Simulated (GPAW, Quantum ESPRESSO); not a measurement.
# Near-edge structure at the C K edge of ZnNi3C (Pm-3m), part 2 of 2

Aim: the C K edge of ZnNi3C (Pm-3m) by two routes, a Lanczos recursion (XSpectra) and a sum over empty bands (GPAW), to see which features are robust.

Quantum ESPRESSO 7.5 and GPAW 26.7.0; core-hole supercells, plane-wave PAW LDA.

So far. Step 8 (Spectrum with XCH, C atom 5 (Quantum ESPRESSO)): The total-energy difference is 286.50 eV. One term is added: -6.67 eV, since the hole is spin-paired here and a spin-polarised one costs that much less in the free atom (computed apart). The photon energy is then 279.82 eV. The functional leaves an error in such absolute values: in the free atom LDA prices this hole 2.9 eV below PBE (computed apart), and PBE is itself good to a few eV.

## Step 11: Spectrum without a core hole, C atom 5 (GPAW)

Without a hole the spectrum is the empty density of states of the right symmetry on the absorber, weighted by matrix elements. It needs only the small cell and serves as the baseline. The data set with a hole of occupation 0 only carries the core orbital.

Input file xas.py:

```python
import numpy as np
from ase import Atoms
from ase.parallel import parprint, paropen
from gpaw import GPAW, PW, FermiDirac, Mixer, MixerDif, setup_paths
from gpaw.test import gen
setup_paths.insert(0, '.')
gen('C', name='nch1s', xcname='LDA', corehole=(1, 0, 0), write_xml=True)
from gpaw.mpi import world
world.barrier()

atoms = Atoms('ZnNi3C',
    cell=[[3.766253, 0, 0],
     [0, 3.766253, 0],
     [0, 0, 3.766253]],
    scaled_positions=[[0, 0, 0],
     [0.5, 0, 0.5],
     [0.5, 0.5, 0],
     [0, 0.5, 0.5],
     [0.5, 0.5, 0.5]],
    magmoms=[0.0, 2.0, 2.0, 2.0, 0.0],
    pbc=True)
atoms.calc = calc = GPAW(legacy_gpaw=True, mode=PW(500, force_complex_dtype=True), xc='LDA', setups={4: 'nch1s'},
    kpts={'size': (9, 9, 9), 'gamma': True}, occupations=FermiDirac(0.1),
    charge=0, mixer=MixerDif(0.05, 8, 50), maxiter=150,
    convergence={'density': 0.0001, 'eigenstates': 1e-6}, txt='scf.txt')
energy = atoms.get_potential_energy() + calc.get_reference_energy()
ef = calc.get_fermi_level()
out = dict(energy=energy, fermi=ef, forces=atoms.get_forces().tolist(), magmoms=atoms.get_magnetic_moments().tolist())
parprint(f'all-electron energy {energy:.4f} eV, Fermi level {ef:.4f} eV')
ev = np.array([[calc.get_eigenvalues(k, s) for k in range(len(calc.get_ibz_k_points()))] for s in range(calc.get_number_of_spins())])
out['homo'], out['lumo'], out['counts'] = ev[ev < ef].max(), ev[ev > ef].min(), sorted(set((ev < ef).sum((0, 2)).tolist()))
out['filled'] = (ev[:, 0] < ef).sum(1).tolist()

from ase.units import Ha
from gpaw.xas import dipole_matrix_elements
nb = int(calc.get_number_of_electrons() / 2) + 50
top = nb
nscf = calc.fixed_density(kpts={'size': (8, 8, 8), 'gamma': True},
    convergence={'eigenstates': 1.0}, txt='nscf.txt')
nscf.diagonalize_full_hamiltonian(nbands=nb)
cell = atoms.cell.array
ops = [cell.T @ U.T @ np.linalg.inv(cell.T) for U in nscf.wfs.kd.symmetry.op_scc]
E = np.arange(-25, 34, 0.1)
fwhm = np.interp(E, [4, 25], [0.9, 3.5])
Y, X, zero, highest = 0, 0, 1e9, 1e9
for spin in range(nscf.get_number_of_spins()):
    wfs = nscf.wfs
    A = dipole_matrix_elements(wfs.setups[4])
    eps = np.zeros((wfs.kd.nibzkpts, nb))
    d = np.zeros((3, A.shape[1], wfs.kd.nibzkpts, nb), complex)
    for kpt in wfs.kpt_u:
        if kpt.s == spin and 4 in kpt.P_ani:
            eps[kpt.k] = kpt.eps_n * Ha
            d[:, :, kpt.k] = (kpt.weight * wfs.nspins / 2) ** 0.5 * np.inner(A, kpt.P_ani[4])
    world.sum(eps)
    world.sum(d)
    T = np.einsum('amkn,bmkn->abkn', d, d.conj()).real
    T = sum(np.einsum('ai,ijkn,bj->abkn', R, T, R) for R in ops) / len(ops)
    empty = eps > ef
    zero, highest = min(zero, eps[empty].min()), min(highest, eps[:, top - 1].min())
    lines = [(eps, T, empty)] if spin == 0 else lines + [(eps, T, empty)]
for eps, T, empty in lines:
    f = np.einsum('aakn->akn', T).reshape(3, -1)
    x = eps.ravel() - zero
    w = np.interp(x, E, fwhm) / 2.35482
    g = np.exp(-0.5 * ((E[:, None] - x) / w) ** 2) / (w * (2 * np.pi) ** 0.5)
    Y = Y + (f * empty.ravel()) @ g.T
    X = X + (f * ~empty.ravel()) @ g.T
out.update(E=E.round(2).tolist(), xas=Y.tolist(), xes=X.tolist(), zero=zero, valid=highest - zero, nk=len(eps), nb=nb)
for i in range(0, len(E), 10):
    parprint(f'{E[i]:7.2f}', *(f'{v:10.3e}' for v in Y[:, i]))
import json
with paropen('out.json', 'w') as f:
    json.dump(out, f)
```

Run with:

```console
OMP_NUM_THREADS=1 mpirun -n 4 gpaw python xas.py
```

The job ended after 2 min (4 MPI ranks of Arm Neoverse V2, shared host; peak memory 0.52 GiB; 7.9 min of CPU time).

The C K spectrum, C atom 5, no core hole (energy from the lowest empty level; intensity scaled to a mean of 1 over the first 20 eV):

```
E (eV)  intensity
  -2.0       0.00
  -1.5       0.00
  -1.0       0.01
  -0.5       0.14
   0.0       0.73
   0.5       1.30
   1.0       1.28
   1.5       0.96
   2.0       0.92
   2.5       1.01
   3.0       0.79
   3.5       1.20
   4.0       2.01
   4.5       2.10
   5.0       1.29
   5.5       0.76
   6.0       0.69
   6.5       0.70
   7.0       0.75
   7.5       0.86
   8.0       1.06
   8.5       1.37
   9.0       1.54
   9.5       1.36
  10.0       0.99
  10.5       0.68
  11.0       0.49
  11.5       0.40
  12.0       0.39
  12.5       0.42
  13.0       0.47
  13.5       0.51
  14.0       0.55
  14.5       0.62
  15.0       0.74
  15.5       0.94
  16.0       1.18
  16.5       1.43
  17.0       1.58
  17.5       1.59
  18.0       1.43
  18.5       1.17
  19.0       0.92
  19.5       0.74
  20.0       0.65
  20.5       0.62
  21.0       0.63
  21.5       0.64
  22.0       0.64
  22.5       0.63
  23.0       0.63
  23.5       0.63
  24.0       0.63
  24.5       0.62
  25.0       0.61
  25.5       0.59
  26.0       0.57
  26.5       0.54
  27.0       0.51
  27.5       0.50
  28.0       0.49
  28.5       0.50
  29.0       0.53
  29.5       0.56
  30.0       0.59
  30.5       0.61
  31.0       0.62
  31.5       0.60
  32.0       0.58
```

Main maxima below 24 eV (height): 0.7 eV (1.35), 2.4 eV (1.03), 4.3 eV (2.21), 9.0 eV (1.54) and 17.3 eV (1.61). 

The same matrix elements for filled bands give the C K emission of C atom 5 (ground-state approximation; energy from the lowest empty level, largest value 1):

```
E (eV)  emission
-24.00      0.00
-23.25      0.00
-22.50      0.00
-21.75      0.00
-21.00      0.00
-20.25      0.00
-19.50      0.00
-18.75      0.00
-18.00      0.00
-17.25      0.00
-16.50      0.00
-15.75      0.00
-15.00      0.00
-14.25      0.00
-13.50      0.00
-12.75      0.01
-12.00      0.00
-11.25      0.00
-10.50      0.00
 -9.75      0.00
 -9.00      0.00
 -8.25      0.12
 -7.50      0.52
 -6.75      0.57
 -6.00      0.67
 -5.25      0.94
 -4.50      0.72
 -3.75      0.21
 -3.00      0.15
 -2.25      0.08
 -1.50      0.08
 -0.75      0.13
  0.00      0.21
  0.75      0.01
  1.50      0.00
  2.25      0.00
  3.00      0.00
```

Emission maxima: -5.0 eV (1.00) and -0.2 eV (0.25).

## Step 12: Supercell without a hole, the energy reference (GPAW)

Total energies of two programs can't be mixed, so the cell and mesh of GPAW's hole run get a reference energy of their own.

Input file scf.py:

```python
import numpy as np
from ase import Atoms
from ase.parallel import parprint, paropen
from gpaw import GPAW, PW, FermiDirac, Mixer, MixerDif, setup_paths
from gpaw.test import gen
setup_paths.insert(0, '.')
gen('C', name='nch1s', xcname='LDA', corehole=(1, 0, 0), write_xml=True)
from gpaw.mpi import world
world.barrier()

atoms = Atoms('Zn2Ni6C2',
    cell=[[3.766253, 0, 3.766253],
     [0, 3.766253, 3.766253],
     [0, -3.766253, 3.766253]],
    scaled_positions=[[0, 0, 0],
     [0, 0.5, 0.5],
     [0.5, 0, 0],
     [0.5, 0.5, 0.5],
     [0.5, 0, 0.5],
     [0.5, 0.5, 0],
     [0, 0.5, 0],
     [0, 0, 0.5],
     [0.5, 0.25, 0.75],
     [0.5, 0.75, 0.25]],
    magmoms=[0.0, 0.0, 2.0, 2.0, 2.0, 2.0, 2.0, 2.0, 0.0, 0.0],
    pbc=True)
atoms.calc = calc = GPAW(legacy_gpaw=True, mode=PW(500, force_complex_dtype=True), xc='LDA', setups={8: 'nch1s'},
    kpts={'size': (7, 7, 7), 'gamma': True}, occupations=FermiDirac(0.1),
    charge=0, mixer=MixerDif(0.05, 8, 50), maxiter=150,
    convergence={'density': 0.0001, 'eigenstates': 1e-6}, txt='scf.txt')
energy = atoms.get_potential_energy() + calc.get_reference_energy()
ef = calc.get_fermi_level()
out = dict(energy=energy, fermi=ef, forces=atoms.get_forces().tolist(), magmoms=atoms.get_magnetic_moments().tolist())
parprint(f'all-electron energy {energy:.4f} eV, Fermi level {ef:.4f} eV')
ev = np.array([[calc.get_eigenvalues(k, s) for k in range(len(calc.get_ibz_k_points()))] for s in range(calc.get_number_of_spins())])
out['homo'], out['lumo'], out['counts'] = ev[ev < ef].max(), ev[ev > ef].min(), sorted(set((ev < ef).sum((0, 2)).tolist()))
out['filled'] = (ev[:, 0] < ef).sum(1).tolist()
import json
with paropen('out.json', 'w') as f:
    json.dump(out, f)
```

Run with:

```console
OMP_NUM_THREADS=1 mpirun -n 4 gpaw python scf.py
```

Wall time 75 s (4 MPI ranks); peak memory 0.48 GiB.

Reference energy: -347492.384 eV with the cores included.

## Step 13: Spectrum with XCH, C atom 5 (GPAW)

The holes are 5.3 Å apart. The excited electron is kept in the cell, where it fills the lowest empty states and screens the hole. After the field has converged, empty bands are computed with the density fixed and the dipole matrix elements are summed.

xas.py: that of step 11 with these lines changed.

```diff
@@ -6,3 +6,3 @@
 setup_paths.insert(0, '.')
-gen('C', name='nch1s', xcname='LDA', corehole=(1, 0, 0), write_xml=True)
+gen('C', name='fch1s', xcname='LDA', corehole=(1, 0, 1), write_xml=True)
 from gpaw.mpi import world
@@ -10,16 +10,21 @@
 
-atoms = Atoms('ZnNi3C',
-    cell=[[3.766253, 0, 0],
-     [0, 3.766253, 0],
-     [0, 0, 3.766253]],
+atoms = Atoms('Zn2Ni6C2',
+    cell=[[3.766253, 0, 3.766253],
+     [0, 3.766253, 3.766253],
+     [0, -3.766253, 3.766253]],
     scaled_positions=[[0, 0, 0],
+     [0, 0.5, 0.5],
+     [0.5, 0, 0],
+     [0.5, 0.5, 0.5],
      [0.5, 0, 0.5],
      [0.5, 0.5, 0],
-     [0, 0.5, 0.5],
-     [0.5, 0.5, 0.5]],
-    magmoms=[0.0, 2.0, 2.0, 2.0, 0.0],
+     [0, 0.5, 0],
+     [0, 0, 0.5],
+     [0.5, 0.25, 0.75],
+     [0.5, 0.75, 0.25]],
+    magmoms=[0.0, 0.0, 2.0, 2.0, 2.0, 2.0, 2.0, 2.0, 0.0, 0.0],
     pbc=True)
-atoms.calc = calc = GPAW(legacy_gpaw=True, mode=PW(500, force_complex_dtype=True), xc='LDA', setups={4: 'nch1s'},
-    kpts={'size': (9, 9, 9), 'gamma': True}, occupations=FermiDirac(0.1),
-    charge=0, mixer=MixerDif(0.05, 8, 50), maxiter=150,
+atoms.calc = calc = GPAW(legacy_gpaw=True, mode=PW(500, force_complex_dtype=True), xc='LDA', setups={8: 'fch1s'},
+    kpts={'size': (7, 7, 7), 'gamma': True}, occupations=FermiDirac(0.1),
+    charge=-1, mixer=MixerDif(0.05, 8, 50), maxiter=150,
     convergence={'density': 0.0001, 'eigenstates': 1e-6}, txt='scf.txt')
@@ -35,10 +40,9 @@
 from gpaw.xas import dipole_matrix_elements
-nb = int(calc.get_number_of_electrons() / 2) + 50
-top = nb
-nscf = calc.fixed_density(kpts={'size': (8, 8, 8), 'gamma': True},
-    convergence={'eigenstates': 1.0}, txt='nscf.txt')
-nscf.diagonalize_full_hamiltonian(nbands=nb)
+nb = int(calc.get_number_of_electrons() / 2) + 97
+top, nb = nb, nb + 8 + nb // 12
+nscf = calc.fixed_density(kpts={'size': (8, 8, 8), 'gamma': True}, nbands=nb,
+    convergence={'bands': top, 'eigenstates': 1e-5}, maxiter=60, txt='nscf.txt')
 cell = atoms.cell.array
 ops = [cell.T @ U.T @ np.linalg.inv(cell.T) for U in nscf.wfs.kd.symmetry.op_scc]
-E = np.arange(-25, 34, 0.1)
+E = np.arange(-6, 34, 0.1)
 fwhm = np.interp(E, [4, 25], [0.9, 3.5])
@@ -47,3 +51,3 @@
     wfs = nscf.wfs
-    A = dipole_matrix_elements(wfs.setups[4])
+    A = dipole_matrix_elements(wfs.setups[8])
     eps = np.zeros((wfs.kd.nibzkpts, nb))
@@ -51,5 +55,5 @@
     for kpt in wfs.kpt_u:
-        if kpt.s == spin and 4 in kpt.P_ani:
+        if kpt.s == spin and 8 in kpt.P_ani:
             eps[kpt.k] = kpt.eps_n * Ha
-            d[:, :, kpt.k] = (kpt.weight * wfs.nspins / 2) ** 0.5 * np.inner(A, kpt.P_ani[4])
+            d[:, :, kpt.k] = (kpt.weight * wfs.nspins / 2) ** 0.5 * np.inner(A, kpt.P_ani[8])
     world.sum(eps)
```

Run with:

```console
OMP_NUM_THREADS=1 mpirun -n 4 gpaw python xas.py
```

Wall time 4.2 min (4 MPI ranks); peak memory 0.74 GiB.

The C K spectrum, C atom 5, excited-electron core hole (neutral cell) (energy from the lowest empty level; intensity scaled to a mean of 1 over the first 20 eV):

```
E (eV)  intensity
 -2.00       0.00
 -1.25       0.00
 -0.50       0.22
  0.25       1.52
  1.00       1.19
  1.75       1.22
  2.50       1.00
  3.25       1.70
  4.00       2.25
  4.75       1.00
  5.50       0.63
  6.25       0.61
  7.00       0.81
  7.75       1.19
  8.50       1.50
  9.25       1.06
 10.00       0.55
 10.75       0.42
 11.50       0.44
 12.25       0.51
 13.00       0.56
 13.75       0.65
 14.50       0.88
 15.25       1.23
 16.00       1.52
 16.75       1.51
 17.50       1.18
 18.25       0.78
 19.00       0.55
 19.75       0.50
 20.50       0.53
 21.25       0.54
 22.00       0.54
 22.75       0.55
 23.50       0.56
 24.25       0.57
 25.00       0.55
 25.75       0.51
 26.50       0.49
 27.25       0.48
 28.00       0.51
 28.75       0.55
 29.50       0.59
 30.25       0.59
 31.00       0.55
 31.75       0.51
```

Main maxima below 24 eV (height): 0.4 eV (1.63), 1.9 eV (1.24), 3.8 eV (2.37), 8.5 eV (1.50) and 16.4 eV (1.56). 

The total-energy difference is 279.71 eV.

## Step 14: The two programs side by side

The line shapes differ (Lorentzian half width 0.4 eV up to 4 eV, rising linearly to 1.75 eV at 25 eV (not a setting of the program: the run's 0.4 eV curve was folded afterwards with a further Lorentzian above 4 eV), against Gaussian full width 0.9 eV up to 4 eV, rising linearly to 3.5 eV at 25 eV), so both get a further Gaussian of 1.5 eV full width before they are compared; the Lorentzian tails remain.

```
E (eV)  XSpectra  GPAW
 -2.00      0.12  0.01
 -1.25      0.24  0.10
 -0.50      0.60  0.50
  0.25      1.07  1.07
  1.00      1.25  1.25
  1.75      1.25  1.18
  2.50      1.34  1.26
  3.25      1.61  1.63
  4.00      1.67  1.74
  4.75      1.28  1.21
  5.50      0.93  0.76
  6.25      0.84  0.70
  7.00      0.93  0.87
  7.75      1.10  1.15
  8.50      1.16  1.27
  9.25      0.99  1.03
 10.00      0.75  0.66
 10.75      0.62  0.48
 11.50      0.60  0.46
 12.25      0.63  0.51
 13.00      0.67  0.58
 13.75      0.74  0.70
 14.50      0.86  0.92
 15.25      1.02  1.21
 16.00      1.15  1.42
 16.75      1.15  1.40
 17.50      1.00  1.15
 18.25      0.80  0.83
 19.00      0.66  0.61
 19.75      0.59  0.53
 20.50      0.57  0.52
 21.25      0.56  0.54
 22.00      0.54  0.54
 22.75      0.53  0.55
 23.50      0.53  0.56
 24.25      0.52  0.56
 25.00      0.51  0.54
 25.75      0.49  0.51
 26.50      0.48  0.49
 27.25      0.47  0.49
 28.00      0.47  0.52
 28.75      0.49  0.55
 29.50      0.51  0.58
 30.25      0.50  0.58
 31.00      0.49  0.55
 31.75      0.46  0.51
```

```
                                                                          XSpectra        GPAW
                                                k mesh of the spectrum       8×8×8       8×8×8
                                                           cutoff (eV)         599         500
highest intensity below 16 eV after the common broadening, eV (height)  3.8 (1.71)  3.7 (1.78)
                                    zero, corrected photon energy (eV)       279.8       279.7
                                    core time, hole field and spectrum      25 min      17 min
```

## Step 15: What the core hole does

XSpectra's curves. Both curves are counted from their own zero, so only the shift of weight within the empty states shows.

```
E (eV)  no hole   XCH
  -2.0     0.07  0.09
  -1.0     0.15  0.19
   0.0     0.69  1.01
   1.0     1.13  1.16
   2.0     0.94  1.27
   3.0     0.91  1.32
   4.0     1.62  1.91
   5.0     1.34  0.91
   6.0     0.85  0.72
   7.0     0.79  0.86
   8.0     0.92  1.23
   9.0     1.60  1.33
  10.0     0.99  0.55
  11.0     0.60  0.47
  12.0     0.45  0.60
  13.0     0.56  0.59
  14.0     0.60  0.65
  15.0     0.63  0.96
  16.0     1.03  1.50
  17.0     1.67  1.73
  18.0     1.93  0.75
  19.0     0.68  0.42
  20.0     0.66  0.54
  21.0     0.67  0.61
  22.0     0.81  0.54
  23.0     0.52  0.48
  24.0     0.70  0.69
  25.0     0.70  0.54
  26.0     0.62  0.53
  27.0     0.59  0.43
  28.0     0.43  0.41
  29.0     0.48  0.56
  30.0     0.61  0.71
  31.0     0.81  0.55
  32.0     0.60  0.37
```

With each curve scaled to its own mean, the area from −2 to 6 eV with the hole is 8.3 against 7.3, and the centre of weight from −1 to 20 eV moves by -0.7 eV (first and strongest maxima below 20 eV: 0.7 eV (1.14), 4.4 eV (1.87), 9.1 eV (1.62) and 17.8 eV (2.11) without the hole, 0.4 eV (1.50), 3.8 eV (2.03), 8.6 eV (1.61) and 16.7 eV (1.90) with it); the shape changes all the same, by 35 % r.m.s.

## Step 16: Outcome

```json
{"absorber and edge": "C K, atom 5 of the ground-state input (counted from 1)", "surroundings": "6 Ni at 1.88 Å (octahedral, site symmetry m-3m)", "highest intensity below 16 eV (XSpectra, narrow line)": "3.8 eV above the zero, height 2.03", "photon energy of the zero, with the added terms": "279.8 eV (raw 286.5 eV; LDA puts this hole about 3 eV below PBE, itself good to a few eV)"}
```

**Reading.** The two programs agree closely: 10 % r.m.s. remains over the first 14 eV after a relative shift of 0.0 eV, and their photon-energy zeros differ by 0.1 eV. In XSpectra the C K edge of atom 5, with 6 Ni at 1.88 Å (octahedral, site symmetry m-3m), has its highest intensity of the first 16 eV at 3.8 eV above the zero, near 284 eV in photon energy (LDA puts this hole about 3 eV below PBE, itself good to a few eV), 2.0 times the mean level of the first 20 eV (Lorentzian half width 0.4 eV). In XSpectra: With each curve scaled to its own mean, the area from −2 to 6 eV with the hole is 8.3 against 7.3, and the centre of weight from −1 to 20 eV moves by -0.7 eV (first and strongest maxima below 20 eV: 0.7 eV (1.14), 4.4 eV (1.87), 9.1 eV (1.62) and 17.8 eV (2.11) without the hole, 0.4 eV (1.50), 3.8 eV (2.03), 8.6 eV (1.61) and 16.7 eV (1.90) with it); the shape changes all the same, by 35 % r.m.s. In GPAW: With each curve scaled to its own mean, the area from −2 to 6 eV with the hole is 8.1 against 7.4, and the centre of weight from −1 to 20 eV moves by -0.6 eV (first and strongest maxima below 20 eV: 0.7 eV (1.35), 4.3 eV (2.21), 9.0 eV (1.54) and 17.3 eV (1.61) without the hole, 0.4 eV (1.63), 3.8 eV (2.37) and 16.4 eV (1.56) with it); the shape changes all the same, by 31 % r.m.s. 3 further runs of this session are left out of this account as redundant. The starting moments shrank to 0.00 μB or less, so this is hardly a magnetic state. The holes are only 5.3 Å apart, so the shape is probably not converged with cell size; no larger cell was run here. Lifetime broadening is put in by hand, and intensities beyond about 20 eV depend on it and on the partial waves; weight that the partial waves miss at high energy is lost. The structure is a computed Materials Project entry and may be a hypothetical form.

[Logs are printed without paths, hosts, clocks, repeated set-up lines and the standing remarks that a program may print on its own settings, such as how far it seeks lower states.]

[Hosts, paths, dates, database ids (printed as entryN), source tags and the programs' standing remarks are cut or masked in the printed files.]

[Lists of maxima count a maximum above −3 eV only where it reaches 4 % of the highest in the window and stands out from its surroundings by 2 % of it (1.5 % where it reaches 55 %); shoulders and weaker maxima are passed over, and of the rest the first, up to two pre-edge ones and the few strongest are named.]
